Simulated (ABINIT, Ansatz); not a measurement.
# Quasiparticle gap of BaTiO3 (P4mm) in ABINIT

Aim: the G0W0 gap of BaTiO3 (P4mm) on PBE, step by step.

Program: ABINIT 10.8.3. Level of theory: PBE and many-body steps on it, plane waves. Results are calculated unless marked as measured.

The database entry behind the starting cell differs from later determinations by our own check (c/a about 0.6 % short), so it need not match the best structure at ambient conditions.

## Step 1: The starting structure

Symmetry: P4mm, No. 99, tetragonal system. Conventional cell: a = 4.000 Å, b = 4.000 Å, c = 4.018 Å, α = 90.00°, β = 90.00°, γ = 90.00°. Nearest to Ba lie 12 O at 2.79 to 2.88 Å. Nearest to Ti lie 6 O at 1.89 to 2.13 Å. Nearest to O lie 2 Ti at 1.89 to 2.13 Å and 4 Ba at 2.83 Å. Nearest to O lie 2 Ti at 2.00 Å and 4 Ba at 2.79 to 2.88 Å. Farther neighbours and most contacts between anions are not listed.

The cell and positions come from the Crystallography Open Database and are kept as given unless a step says otherwise. Spin-orbit coupling is left out unless a step names it.

## Step 2: Ground state

This step: ABINIT 10.8.3; DFT, PBE, plane waves, norm-conserving pseudopotentials.

The ground-state density comes first.

run.abi

```
acell 3*1.0 Angstrom
rprim 
  3.999800000000 0.000000000000 0.000000000000
  0.000000000000 3.999800000000 0.000000000000
  0.000000000000 0.000000000000 4.018000000000
ntypat 3
znucl 56 22 8
natom 5
typat 1 2 3 3 3
xred 
  0.000000000000 0.000000000000 0.000000000000
  0.500000000000 0.500000000000 0.490000000000
  0.500000000000 0.500000000000 0.019000000000
  0.500000000000 0.000000000000 0.517000000000
  0.000000000000 0.500000000000 0.517000000000
pp_dirpath "pseudos"
pseudos "Ba.upf, Ti.upf, O.upf"
ecut 38
ngkpt 6 6 6
nshiftk 1
shiftk 0 0 0
kptopt 1
chksymbreak 0
nband 26
occopt 1
tolvrs 1e-10
nstep 60
prtwf 0
optforces 0
optstress 0
indata_prefix "in"
outdata_prefix "out"
tmpdata_prefix "tmp"
```

Launch:

```sh
$ OMP_NUM_THREADS=1 mpirun -n 16 abinit run.abi > log
```

Numbers of over 12 decimals in the logs are rounded to 6 here.

The program printed:

```text
.Version 10.8.3 of ABINIT. v10.8.2 released Aug 2026.

 Symmetries : space group P4 m m (# 99); Bravais tP (primitive tetrag.)
================================================================================
 Values of the parameters that define the memory need of the present run
     intxc =       0    ionmov =       0      iscf =       7    lmnmax =       6
     lnmax =       6     mgfft =      45  mpssoang =       3    mqgrid =    3001
     natom =       5  nloc_mem =       1    nspden =       1   nspinor =       1
    nsppol =       1      nsym =       8    n1xccc =    2501    ntypat =       3
    occopt =       1   xclevel =       2
-    mband =          26        mffmem =           1         mkmem =           3
       mpw =        4870          nfft =       91125          nkpt =          40
================================================================================
  Rough estimation (10% accuracy) of disk space for files :
================================================================================

--------------------------------------------------------------------------------
------------- Echo of variables that govern the present computation ------------
--------------------------------------------------------------------------------
 -outvars: echo values of preprocessed input variables --------
            acell      1.8897261259E+00  1.8897261259E+00  1.8897261259E+00 Bohr

      chksymbreak           0
             ecut      3.80000000E+01 Hartree
-          fftalg         312

              ixc     -101130
              kpt      0.00000000E+00  0.00000000E+00  0.00000000E+00
                       1.66666667E-01  0.00000000E+00  0.00000000E+00
                       3.33333333E-01  0.00000000E+00  0.00000000E+00
                       5.00000000E-01  0.00000000E+00  0.00000000E+00
                       1.66666667E-01  1.66666667E-01  0.00000000E+00
                       3.33333333E-01  1.66666667E-01  0.00000000E+00
                       5.00000000E-01  1.66666667E-01  0.00000000E+00
                       3.33333333E-01  3.33333333E-01  0.00000000E+00
                       5.00000000E-01  3.33333333E-01  0.00000000E+00
   [... 29 further rows ...]
                       5.00000000E-01  3.33333333E-01  5.00000000E-01
                       5.00000000E-01  5.00000000E-01  5.00000000E-01
         kptrlatt        6    0    0      0    6    0      0    0    6
          kptrlen      4.53511594E+01
P           mkmem           3
            natom           5
            nband          26
            ngfft          45      45      45
             nkpt          40
            nstep          60
             nsym           8
           ntypat           3
              occ      2.000000  2.000000  2.000000  2.000000  2.000000  2.000000
                       2.000000  2.000000  2.000000  2.000000  2.000000  2.000000
                       2.000000  2.000000  2.000000  2.000000  2.000000  2.000000
                       2.000000  2.000000  0.000000  0.000000  0.000000  0.000000
                       0.000000  0.000000
        optforces           0
        optstress           0
            prtwf           0
            rprim      3.9998000000E+00  0.0000000000E+00  0.0000000000E+00
[...]
spgroup          99

           tolvrs      1.00000000E-10

             xred      0.0000000000E+00  0.0000000000E+00  0.0000000000E+00
[...]
znucl       56.00000   22.00000    8.00000

================================================================================

 chkinp: Checking input parameters for consistency.

================================================================================
== DATASET  1 ==================================================================
-   mpi_nproc: 16, omp_nthreads: 1 (-1 if OMP is not activated)
-    --> not optimal distribution: autoparal keyword recommended in input file <--

--- !DatasetInfo
iteration_state: {dtset: 1, }
dimensions: {natom: 5, nkpt: 40, mband: 26, nsppol: 1, nspinor: 1, nspden: 1, mpw: 4870, }
cutoff_energies: {ecut:  38.0, pawecutdg:  -1.0, }
electrons: {nelect:   4.00000000E+01, charge:   0.00000000E+00, occopt:   1.00000000E+00, tsmear:   1.00000000E-02, }

 Real(R)+Recip(G) space primitive vectors, cartesian coordinates (Bohr,Bohr^-1):
 R(1)=  7.5585266  0.0000000  0.0000000  G(1)=  0.1323009  0.0000000  0.0000000
 R(2)=  0.0000000  7.5585266  0.0000000  G(2)=  0.0000000  0.1323009  0.0000000
 R(3)=  0.0000000  0.0000000  7.5929196  G(3)=  0.0000000  0.0000000  0.1317016
 Unit cell volume ucvol=  4.3379355E+02 bohr^3
 Angles (23,13,12)=  9.00000000E+01  9.00000000E+01  9.00000000E+01 degrees

 getcut: wavevector=  0.0000  0.0000  0.0000  ngfft=  45  45  45
         ecut(hartree)=     38.000   => boxcut(ratio)=   2.08827

--- Pseudopotential description ------------------------------------------------
- Ba Generated using ONCVPSP code by D. R. Hamann
- 56.00000  10.00000  171031                  znucl, zion, pspdat
12 -101130 2 -1 1958                          pspcod,pspxc,lmax,lloc,mmax
     nproj     2     2     2
  pspatm : epsatm=   26.75150155
         --- l  ekb(1:nproj) -->
[...]
pspatm: atomic psp has been read  and splines computed

- Ti Generated using ONCVPSP code by D. R. Hamann
- 22.00000  12.00000  171031                  znucl, zion, pspdat
12 -101130 2 -1 1586                          pspcod,pspxc,lmax,lloc,mmax
     nproj     2     2     2
  pspatm : epsatm=   14.68144553
         --- l  ekb(1:nproj) -->
[...]
pspatm: atomic psp has been read  and splines computed

- O Generated using ONCVPSP code by D. R. Hamann
-  8.00000   6.00000  171031                  znucl, zion, pspdat
12 -101130 2 -1 936                           pspcod,pspxc,lmax,lloc,mmax
     nproj     2     2     1
  pspatm : epsatm=    6.19545534
         --- l  ekb(1:nproj) -->
[...]
2   -1.331955
 pspatm: atomic psp has been read  and splines computed

   2.40077252E+03                                ecore*ucvol(ha*bohr**3)
--------------------------------------------------------------------------------

_setup2: Arith. and geom. avg. npw (full set) are    4853.144    4853.130

================================================================================

--- !BeginCycle
iteration_state: {dtset: 1, }
solver: {iscf: 7, nstep: 60, nline: 4, wfoptalg: 0, }
tolerances: {tolvrs: 1.00E-10, }

     iter   Etot(hartree)      deltaE(h)  residm     vres2
 ETOT  1  -136.74702743022    -1.367E+02 9.336E-02 1.935E+03
 ETOT  2  -127.17103026230     9.576E+00 1.298E-01 3.590E+04
 ETOT  3  -137.29092020010    -1.012E+01 4.830E-02 5.503E+02
 ETOT  4  -137.30915257661    -1.823E-02 1.085E-01 3.635E+02
 ETOT  5  -137.36275512672    -5.360E-02 2.002E-02 1.113E+02
 ETOT  6  -137.38082547403    -1.807E-02 1.842E-02 2.380E+01
 ETOT  7  -137.38517000249    -4.345E-03 3.489E-02 3.044E+00
 ETOT  8  -137.38541730655    -2.473E-04 6.060E-03 1.843E+00
 ETOT  9  -137.38577540460    -3.581E-04 4.699E-03 1.982E-01
 ETOT 10  -137.38581686400    -4.146E-05 6.224E-03 4.499E-03
 ETOT 11  -137.38581780632    -9.423E-07 6.059E-03 1.181E-04
 ETOT 12  -137.38581782532    -1.900E-08 4.057E-03 1.729E-05
 ETOT 13  -137.38581782918    -3.860E-09 1.931E-03 1.939E-07
 ETOT 14  -137.38581782923    -5.102E-11 1.177E-03 5.190E-10
 ETOT 15  -137.38581782922     6.708E-12 8.115E-04 3.578E-11

 At SCF step   15       vres2   =  3.58E-11 < tolvrs=  1.00E-10 =>converged.

--- !ResultsGS
iteration_state: {dtset: 1, }
comment   : Summary of ground state results
lattice_vectors:
- [  7.5585266,   0.0000000,   0.0000000, ]
- [  0.0000000,   7.5585266,   0.0000000, ]
- [  0.0000000,   0.0000000,   7.5929196, ]
lattice_lengths: [   7.55853,    7.55853,    7.59292, ]
lattice_angles: [ 90.000,  90.000,  90.000, ] # degrees, (23, 13, 12)
lattice_volume:   4.3379355E+02
convergence: {deltae:  6.708E-12, res2:  3.578E-11, residm:  8.115E-04, diffor:  0.000E+00, }
etotal    :  -1.37385818E+02
entropy   :   0.00000000E+00
fermie    :   2.43749078E-01
cartesian_stress_tensor: null
pressure_GPa: null
xred      :
- [  0.0000E+00,   0.0000E+00,   0.0000E+00, Ba]
- [  5.0000E-01,   5.0000E-01,   4.9000E-01, Ti]
- [  5.0000E-01,   5.0000E-01,   1.9000E-02,  O]
- [  5.0000E-01,   0.0000E+00,   5.1700E-01,  O]
- [  0.0000E+00,   5.0000E-01,   5.1700E-01,  O]
cartesian_forces: null
force_length_stats: {min: null, max: null, mean: null, }

 Integrated electronic density in atomic spheres:
 ------------------------------------------------
 Atom  Sphere_radius  Integrated_density
[...]
================================================================================

 ----iterations are completed or convergence reached----

 Mean square residual over all n,k,spin=   49.533E-07; max=  81.145E-05
 reduced coordinates (array xred) for    5 atoms
       0.000000000000      0.000000000000      0.000000000000
       0.500000000000      0.500000000000      0.490000000000
       0.500000000000      0.500000000000      0.019000000000
       0.500000000000      0.000000000000      0.517000000000
       0.000000000000      0.500000000000      0.517000000000
 rms dE/dt=  0.0000E+00; max dE/dt=  0.0000E+00; dE/dt below (all hartree)
    1       0.000000000000      0.000000000000      0.000000000000
    2       0.000000000000      0.000000000000      0.000000000000
    3       0.000000000000      0.000000000000      0.000000000000
    4       0.000000000000      0.000000000000      0.000000000000
    5       0.000000000000      0.000000000000      0.000000000000

 cartesian coordinates (angstrom) at end:
    1      0.000000     0.000000     0.000000
    2      1.999900     1.999900     1.968820
    3      1.999900     1.999900     0.076342
    4      1.999900     0.000000     2.077306
    5      0.000000     1.999900     2.077306
 length scales=  1.889726125908  1.889726125908  1.889726125908 bohr
              =  1.000000000000  1.000000000000  1.000000000000 angstroms
 prteigrs : about to open file out_EIG
 Fermi (or HOMO) energy (hartree) =   0.24375   Average Vxc (hartree)=  -0.42018
 Eigenvalues (hartree) for nkpt=  40  k points:
 kpt#   1, nband= 26, wtk=  0.00463, kpt=  0.0000  0.0000  0.0000 (reduced coord)
  -1.83423   -0.96189   -0.96079   -0.96079   -0.66794   -0.37542   -0.35158   -0.34946
  -0.12278   -0.12278   -0.12269    0.15812    0.15859    0.15859    0.19852    0.19852
   0.20188    0.23290    0.23345    0.23345    0.31085    0.31864    0.31864    0.39233
   0.39581    0.42938
 prteigrs : prtvol=0 or 1, do not print more k-points.

--- !EnergyTerms
iteration_state     : {dtset: 1, }
comment             : Components of total free energy in Hartree
kinetic             :  6.27179103647970E+01
hartree             :  2.98550045081269E+01
xc                  : -2.80526025380794E+01
Ewald energy        : -1.03499980157244E+02
psp_core            :  5.53436662415721E+00
local_psp           : -1.00646688457197E+02
non_local_psp       : -3.29382817378530E+00
total_energy        : -1.37385817829224E+02
total_energy_eV     : -3.73845855367101E+03
band_energy         : -1.06399168460666E+01

== END DATASET(S) ==============================================================
================================================================================

 -outvars: echo values of variables after computation  --------
           etotal     -1.3738581783E+02
            nband          26
             nkpt          40
          spgroup          99
 [... the other variables as echoed above ...]

 Calculation completed.
```

The job ended after 51 s (16 MPI ranks of Arm Neoverse N1, shared host; peak memory 1.2 GiB).

Numbers from this step:

```yaml
total_energy: -3738.4586 eV
gap: 1.826 eV
k_of_the_valence_top: 0.5, 0.5, 0.5
k_of_the_conduction_bottom: 0, 0, 0
least_direct_gap: 2.106 eV
```

The gap is indirect, with the least direct gap 0.28 eV higher.

## Step 3: Empty states on the mesh, 4×4×4 mesh, 440 bands

The sums over transitions need many empty states on a uniform mesh; this step solves for them.

Edit run.abi of step 2 so:

```diff
@@ -18,3 +18,3 @@
 ecut 38
-ngkpt 6 6 6
+ngkpt 4 4 4
 nshiftk 1
@@ -23,9 +23,10 @@
 chksymbreak 0
-nband 26
+irdden 1
+istwfk *1
+nband 440
+prtvol 0
+optdriver 6
+gwr_task "HDIAGO"
+paral_kgb 0
 occopt 1
-tolvrs 1e-10
-nstep 60
-prtwf 0
-optforces 0
-optstress 0
 indata_prefix "in"
```

The program printed:

```text
[banner, memory and clock lines left out]
.Version 10.8.3 of ABINIT. v10.8.2 released Aug 2026.

 Symmetries : space group P4 m m (# 99); Bravais tP (primitive tetrag.)
[... echo of the input left out ...]
== DATASET  1 ==================================================================
-   mpi_nproc: 16, omp_nthreads: 1 (-1 if OMP is not activated)

--- !DatasetInfo
iteration_state: {dtset: 1, }
dimensions: {natom: 5, nkpt: 18, mband: 440, nsppol: 1, nspinor: 1, nspden: 1, mpw: 4929, }
cutoff_energies: {ecut:  38.0, pawecutdg:  -1.0, }
electrons: {nelect:   4.00000000E+01, charge:   0.00000000E+00, occopt:   1.00000000E+00, tsmear:   1.00000000E-02, }

.Using double precision arithmetic; gwpc =  8

- Reading GS density from: in_DEN

--- Pseudopotential description ------------------------------------------------
- Ba Generated using ONCVPSP code by D. R. Hamann
- 56.00000  10.00000  171031                  znucl, zion, pspdat
12 -101130 2 -1 1958                          pspcod,pspxc,lmax,lloc,mmax
     nproj     2     2     2
  pspatm : epsatm=   26.75150155
         --- l  ekb(1:nproj) -->
             0    6.667868    0.674319
             1    5.008801    0.408242
             2    2.532546    0.415477
 pspatm: atomic psp has been read  and splines computed

- Ti Generated using ONCVPSP code by D. R. Hamann
- 22.00000  12.00000  171031                  znucl, zion, pspdat
12 -101130 2 -1 1586                          pspcod,pspxc,lmax,lloc,mmax
     nproj     2     2     2
  pspatm : epsatm=   14.68144553
         --- l  ekb(1:nproj) -->
[...]
pspatm: atomic psp has been read  and splines computed

- O Generated using ONCVPSP code by D. R. Hamann
-  8.00000   6.00000  171031                  znucl, zion, pspdat
12 -101130 2 -1 936                           pspcod,pspxc,lmax,lloc,mmax
     nproj     2     2     1
  pspatm : epsatm=    6.19545534
         --- l  ekb(1:nproj) -->
             0    6.056735    0.824024
             1   -4.717130   -1.149271
             2   -1.331955
 pspatm: atomic psp has been read  and splines computed

   2.40077252E+03                                ecore*ucvol(ha*bohr**3)

 Total charge density [el/Bohr^3]
)     Maximum=    1.3551E+00  at reduced coord.    0.5111    0.5111    0.5778
)     Minimum=    4.1064E-04  at reduced coord.    0.0000    0.0000    0.0000
   Integrated=    4.0000E+01

 === KS gaps after direct diagonalization ===
 Indirect band gap semiconductor
 Fundamental gap:     1.826 (eV)
   VBM:     6.633 (eV) at k: [ 5.0000E-01,  5.0000E-01,  5.0000E-01]
   CBM:     8.459 (eV) at k: [ 0.0000E+00,  0.0000E+00,  0.0000E+00]
 Direct gap:         2.106 (eV) at k: [ 0.0000E+00,  0.0000E+00,  0.0000E+00]

== END DATASET(S) ==============================================================

 -outvars: echo values of variables after computation  --------
           etotal      0.0000000000E+00
            nband         440
             nkpt          18
          spgroup          99
 [... the other variables as echoed above ...]

 Calculation completed.
```

The job ended after 7.3 min (16 MPI ranks; peak memory 21 GiB; 1.9 h of CPU time).

Numbers from this step:

* gap: 1.826 eV
* k of the valence top: 0.5, 0.5, 0.5
* k of the conduction bottom: 0, 0, 0
* least direct gap: 2.106 eV
* k points computed: 18
* lowest point of the top converged band, above the valence top: 184.4447 eV

On this mesh the gap is 1.826 eV.

## Step 4: Screening, 4×4×4 mesh, 432 bands, screening to 272.1 eV

The RPA dielectric matrix is built and inverted for each q.

This step: RPA screening on PBE, plane waves, norm-conserving pseudopotentials.

Edit run.abi of step 3 so:

```diff
@@ -23,10 +23,11 @@
 chksymbreak 0
-irdden 1
 istwfk *1
-nband 440
-prtvol 0
-optdriver 6
-gwr_task "HDIAGO"
-paral_kgb 0
 occopt 1
+irdwfk 1
+optdriver 3
+nband 432
+ecuteps 10
+inclvkb 2
+awtr 1
+symchi 1
 indata_prefix "in"
```

The program printed:

```text
.Version 10.8.3 of ABINIT. v10.8.2 released Aug 2026.

 Symmetries : space group P4 m m (# 99); Bravais tP (primitive tetrag.)
[... echo of the input left out ...]
== DATASET  1 ==================================================================
-   mpi_nproc: 16, omp_nthreads: 1 (-1 if OMP is not activated)

--- !DatasetInfo
iteration_state: {dtset: 1, }
dimensions: {natom: 5, nkpt: 18, mband: 432, nsppol: 1, nspinor: 1, nspden: 1, mpw: 4929, }
cutoff_energies: {ecut:  38.0, pawecutdg:  -1.0, }
electrons: {nelect:   4.00000000E+01, charge:   0.00000000E+00, occopt:   1.00000000E+00, tsmear:   1.00000000E-02, }

 SCREENING: Calculation of the susceptibility and dielectric matrices

 Based on a program developped by R.W. Godby, V. Olevano, G. Onida, and L. Reining.
 Incorporated in ABINIT by V. Olevano, G.-M. Rignanese, and M. Torrent.
.Using double precision arithmetic ; gwpc =  8

[... cell and pseudopotentials left out ...]
--------------------------------------------------------------------------------

 ==== K-mesh for the wavefunctions ====
 Number of points in the irreducible wedge :    18
[... list of points left out ...]
 Together with  8 symmetry operations and time-reversal symmetry
 yields    64 points in the full Brillouin Zone.

 ==== Q-mesh for the screening function ====
 Number of points in the irreducible wedge :    18
[... list of points left out ...]
 Together with  8 symmetry operations and time-reversal symmetry
 yields    64 points in the full Brillouin Zone.

 setmesh: FFT mesh size selected  =    32x   32x   32
          total number of points  =        32768

 vcoul_init : cutoff-mode = AUXILIARY_FUNCTION
 q-points for optical limit:   1
     1)      0.000010    0.000020    0.000030

- screening: taking advantage of time-reversal symmetry
- Maximum band index for partially occupied states nbvw = 20
- Remaining bands to be divided among processors   nbcw = 412
- Number of bands treated by each node ~25

 Number of electrons calculated from density =   40.0000; Expected =   40.0000
 average of density, n =  0.092210
 r_s =    1.3731
 omega_plasma =   29.2917 [eV]

 calculating chi0 at frequencies [eV] :
  1    0.000000E+00    0.000000E+00
  2    0.000000E+00    2.929166E+01

--------------------------------------------------------------------------------
  q-point number  1        q = ( 0.000000, 0.000000, 0.000000) [r.l.u.]
--------------------------------------------------------------------------------
[... chi0 elements left out ...]
 For q-point:  0.000010 0.000020 0.000030
  dielectric constant =   6.1634
  dielectric constant without local fields =   6.7474

  Average fulfillment of the sum rule on Im[epsilon] for q-point    1 :     89.11  [%]
[... wings left out ...]
  q-point number  2        q = ( 0.250000, 0.000000, 0.000000) [r.l.u.]
--------------------------------------------------------------------------------
[... chi0 elements left out ...]
  Average fulfillment of the sum rule on Im[epsilon] for q-point    2 :     93.35  [%]

 [... 16 further q-points ...]
```

The job ended after 31 min (16 MPI ranks; peak memory 10 GiB).

Numbers from this step:

- ε∞ with local fields, on this mesh, along the program's q direction: 6.163
- the same without local fields: 6.747
- plasma frequency: 29.29 eV
- plane waves in the screening matrix: 659

Local fields lower ε∞ by 9 %. On a Γ-centred mesh this coarse the value itself is usually too large, while a short band sum pulls it down.

(Part 1 of 2 ends here.)

[Paths, hosts, dates, memory and timing lines, banners, echoed tables and standing remarks are left out of the program output.]

[Logs are printed without paths, hosts, clocks, repeated set-up lines and the standing remarks that a program may print on its own settings, such as how far it seeks lower states.]

[Runs of the session that timed out or met a known fault of the program may be left out.]

[Hosts, paths, dates, database ids (printed as entryN), source tags and the programs' standing remarks are cut or masked in the printed files.]

[G0W0 gaps are taken among the corrected bands and points alone; a level outside them can change the order at an edge.]

[Where Ansatz stands beside ABINIT at settings called matched, ABINIT's density can come from a denser mesh and the files from another edition; pairs whose starting gaps differed by over 0.03 eV were left out, so agreement reads better than it is.]
